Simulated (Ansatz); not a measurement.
# linear Rb chain: period, moment and channels by functional, part 2 of 2

Wanted: the relaxed geometry and the open channels of the linear Rb chain, by several methods.

Ansatz 0.2.0; DFT PBE, plane waves, PAW; relaxation of a chain's period (the session's first sound run).

So far, conductance of the lead as this run defines it (G₀): 1.000 in steps 3, 5 and 7.

## Step 9: Bands of the perfect wire, level RPBE, k-mesh 1×1×18

This step: DFT RPBE, plane waves, PAW; channels and complex bands of a perfect chain (Ansatz 0.2.0).

The channels are counted again under RPBE, at the period that it gave.

The input, input.yaml:

```yaml
crystal:
  lattice:
    - [12.0, 0.0, 0.0]
    - [0.0, 12.0, 0.0]
    - [0.0, 0.0, 4.6853195191]
  atoms:
    - { symbol: Rb, position: [0.5, 0.5, 0.0] }
kpoints:
  mp_grid: { grid: [1, 1, 18] }
  band_path: { path: ["Γ", Z], npoints: 60 }
scf:
  occupations: { method: fermi_dirac, width: 0.05 }
hamiltonian:
  xc: rpbe
output:
  transmission:
    e_range: [-2, 2]
    de: 0.035
    kmesh: [1, 1]
    reduced_basis: true
    leads: [[0, 0]]
  dos: { projected: true, e_range: [-6, 4] }
```

Command:

```sh
> ansatz run input.yaml --threads 8 --pin off --max-ram 16384MiB --backend cpu --events-out ev --progress --plain --runs-dir out
```

The job ended after 31 s (8 threads of Arm Neoverse V2, shared host; peak memory 1.5 GiB).

The open channels of the lead, one spin by energy, zero at the Fermi level:

```tsv
energy (eV)	open channels of the lead, one spin
-0.600	0
-0.495	1
-0.390	1
-0.285	1
-0.215	1
-0.110	1
-0.005	1
0.100	1
0.205	1
0.310	1
0.415	1
0.485	1
0.590	1
0.695	1
0.800	1
0.905	1
1.010	1
1.115	1
1.185	1
1.290	3
1.395	2
1.500	3
1.605	4
1.710	4
1.815	4
1.885	5
```

At the computed energy nearest the Fermi level there are 1 channel a spin, and the thermal average gives 1.000 G₀.

## Step 10: The series together

Times are for 8 threads of Arm Neoverse V2, shared host. The series side by side:

```tsv
no.	level	conductance of the lead as this run defines it (G₀)	time	memory (GiB)
1	PBE	1.0000	31 s	1.4
2	LDA	1.0000	25 s	1.2
3	PBEsol	1.0000	31 s	1.4
4	RPBE	1.0000	31 s	1.5
```

The runs together. The open channels of the lead by energy, zero at the Fermi level:

```tsv
energy (eV)	PBE	LDA	PBEsol	RPBE
-0.7400	0	0	0	0
-0.4950	1	1	1	1
-0.2500	1	1	1	1
-0.0050	1	1	1	1
0.2400	1	1	1	1
0.4850	1	1	1	1
0.7650	1	1	1	1
1.0100	1	1	1	1
1.2550	1	1	1	1
1.5000	2	3	3	3
1.7450	4	4	4	4
```

## Step 11: The relaxed wire, cutoff 630 eV

This step: DFT PBE, plane waves, norm-conserving; relaxation of a chain's period (Ansatz 0.2.0).

The same functional on other atomic datasets tests how far the result hangs on the treatment of the cores. Against the first PBE run of this kind, the cutoff is 630 eV against 420.

The input, input.yaml:

```yaml
crystal:
  lattice:
    - [12.0, 0.0, 0.0]
    - [0.0, 12.0, 0.0]
    - [0.0, 0.0, 4.092]
  atoms:
    - { symbol: Rb, position: [0.5, 0.5, 0.0], spin: 0.5 }
magnetization:
  spin_polarized: true
kpoints:
  mp_grid: { grid: [1, 1, 20] }
scf:
  occupations: { method: fermi_dirac, width: 0.05 }
hamiltonian:
  xc: pbe
  pseudopotentials: { kind: nc, accuracy: standard }
relax:
  cell: { fix: [a, b, alpha, beta, gamma] }
  max_steps: 60
```

Wall time 10 s (8 threads); peak memory 1.3 GiB; 76 s of CPU time.

The cell's length comes to 4.444 Å, -1.6 % against the first run, with no moment.

## Step 12: Relaxing the period

This step: DFT PBE, plane waves, PAW; relaxation of a chain's period (Ansatz 0.2.0).

No moment formed, so a run without spin should agree; this checks it and saves time.

input.yaml, the sections that differ from step 11:

```yaml
crystal:
  lattice:
    - [12.0, 0.0, 0.0]
    - [0.0, 12.0, 0.0]
    - [0.0, 0.0, 4.092]
  atoms:
    - { symbol: Rb, position: [0.5, 0.5, 0.0] }
hamiltonian:
  xc: pbe
# kpoints, scf, relax: as in step 11
# magnetization: removed
```

Elapsed: 3.4 s, on 8 threads; peak memory 0.76 GiB; 22 s of CPU time.

The cell's length comes to 4.518 Å, +0.0 % against the first run, with spin left out.

## Step 13: Side by side

Times are for 8 threads of Arm Neoverse V2, shared host. The series side by side:

```tsv
no.	level	cell length along the wire (Å)	time	memory (GiB)
1	PBE	4.518	7.5 s	0.84
2	LDA	4.290	5.3 s	0.75
3	PBEsol	4.455	7.4 s	0.83
4	RPBE	4.685	9.8 s	0.88
5	PBE, NC files	4.444	10 s	1.3
6	PBE, no spin	4.518	3.4 s	0.76
```

## Step 14: A varied input

This step: DFT PBE, plane waves, PAW; channels and complex bands of a perfect chain; changed: output.transmission.reduced_basis = false, output.transmission.temperature = 600.0 (Ansatz 0.2.0).

The atoms of the run on the perfect lead (PBE) are kept and the input is varied, to see whether the result depends on it. The ELF is not written this time.

The input, input.yaml:

```yaml
crystal:
  lattice:
    - [12.0, 0.0, 0.0]
    - [0.0, 12.0, 0.0]
    - [0.0, 0.0, 4.5182638955]
  atoms:
    - { symbol: Rb, position: [0.5, 0.5, 0.0] }
kpoints:
  mp_grid: { grid: [1, 1, 18] }
  band_path: { path: ["Γ", Z], npoints: 60 }
scf:
  occupations: { method: fermi_dirac, width: 0.05 }
hamiltonian:
  xc: pbe
output:
  transmission:
    e_range: [-2, 2]
    de: 0.035
    kmesh: [1, 1]
    reduced_basis: false
    leads: [[0, 0]]
    temperature: 600.0
  dos: { projected: true, e_range: [-6, 4] }
  write_potential: true
  write_density: true
  volumetric_format: npy
```

It took 22 min on 8 threads; peak memory 12 GiB.

Numbers from this step:

- energy at zero smearing: -3266.9424 eV

Open channels of the lead, one spin against energy, zero at the Fermi level:

```tsv
energy (eV)	open channels of the lead, one spin
-2.00	0
-1.90	0
-1.79	0
-1.69	0
-1.58	0
-1.48	0
-1.37	0
-1.23	0
-1.12	0
-1.02	0
-0.92	0
-0.81	0
-0.70	0
-0.60	1
-0.49	1
-0.39	1
-0.28	1
-0.18	1
-0.07	1
-0.01	1
0.07	1
0.17	1
0.28	1
0.38	1
0.48	1
0.59	1
0.69	1
0.80	1
0.91	1
1.01	1
1.11	1
1.22	1
1.36	3
1.47	3
1.57	3
1.68	3
1.78	4
1.89	4
1.99	3
```

It took 22 min against 31 s for the run it varies, and the conductance is 1.000 G₀ against 1.000 G₀.

The channels at the energy nearest the Fermi level, one spin and conductance of the lead as this run defines it stay within 0.2 % plus 0.001 of the run it varies.

## Step 15: What came out

```
cell length, PBE           : 4.518 Å
cell length, LDA           : 4.290 Å
cell length, PBEsol        : 4.455 Å
cell length, RPBE          : 4.685 Å
cell length, PBE, NC files : 4.444 Å
cell length, PBE, no spin  : 4.518 Å
conductance, PBE           : 1.000 G₀
conductance, LDA           : 1.000 G₀
conductance, PBEsol        : 1.000 G₀
conductance, RPBE          : 1.000 G₀
```

What this shows: Under PBE the cell's length is 4.52 Å, no moment survives, and it is a metal with 1 channel a spin next to the Fermi level, 1.000 G₀ at 300 K. The cell's length spans 9.2 % over the functionals, shortest under LDA and longest under RPBE. A perfect wire passes every open channel, so the conductance counts half a G₀ for each forward-moving state at the Fermi level, spin by spin. Transport is coherent and elastic here: the atoms are frozen, so scattering by vibrations plays no part. The lead's cell of one atom keeps the chain straight and evenly spaced; a zigzag or dimerised form may lie lower.

[Logs are printed without paths, hosts, clocks, repeated set-up lines and the standing remarks that a program may print on its own settings, such as how far it seeks lower states.]

[Hosts, paths, dates, database ids (printed as entryN), source tags and the programs' standing remarks are cut or masked in the printed files.]
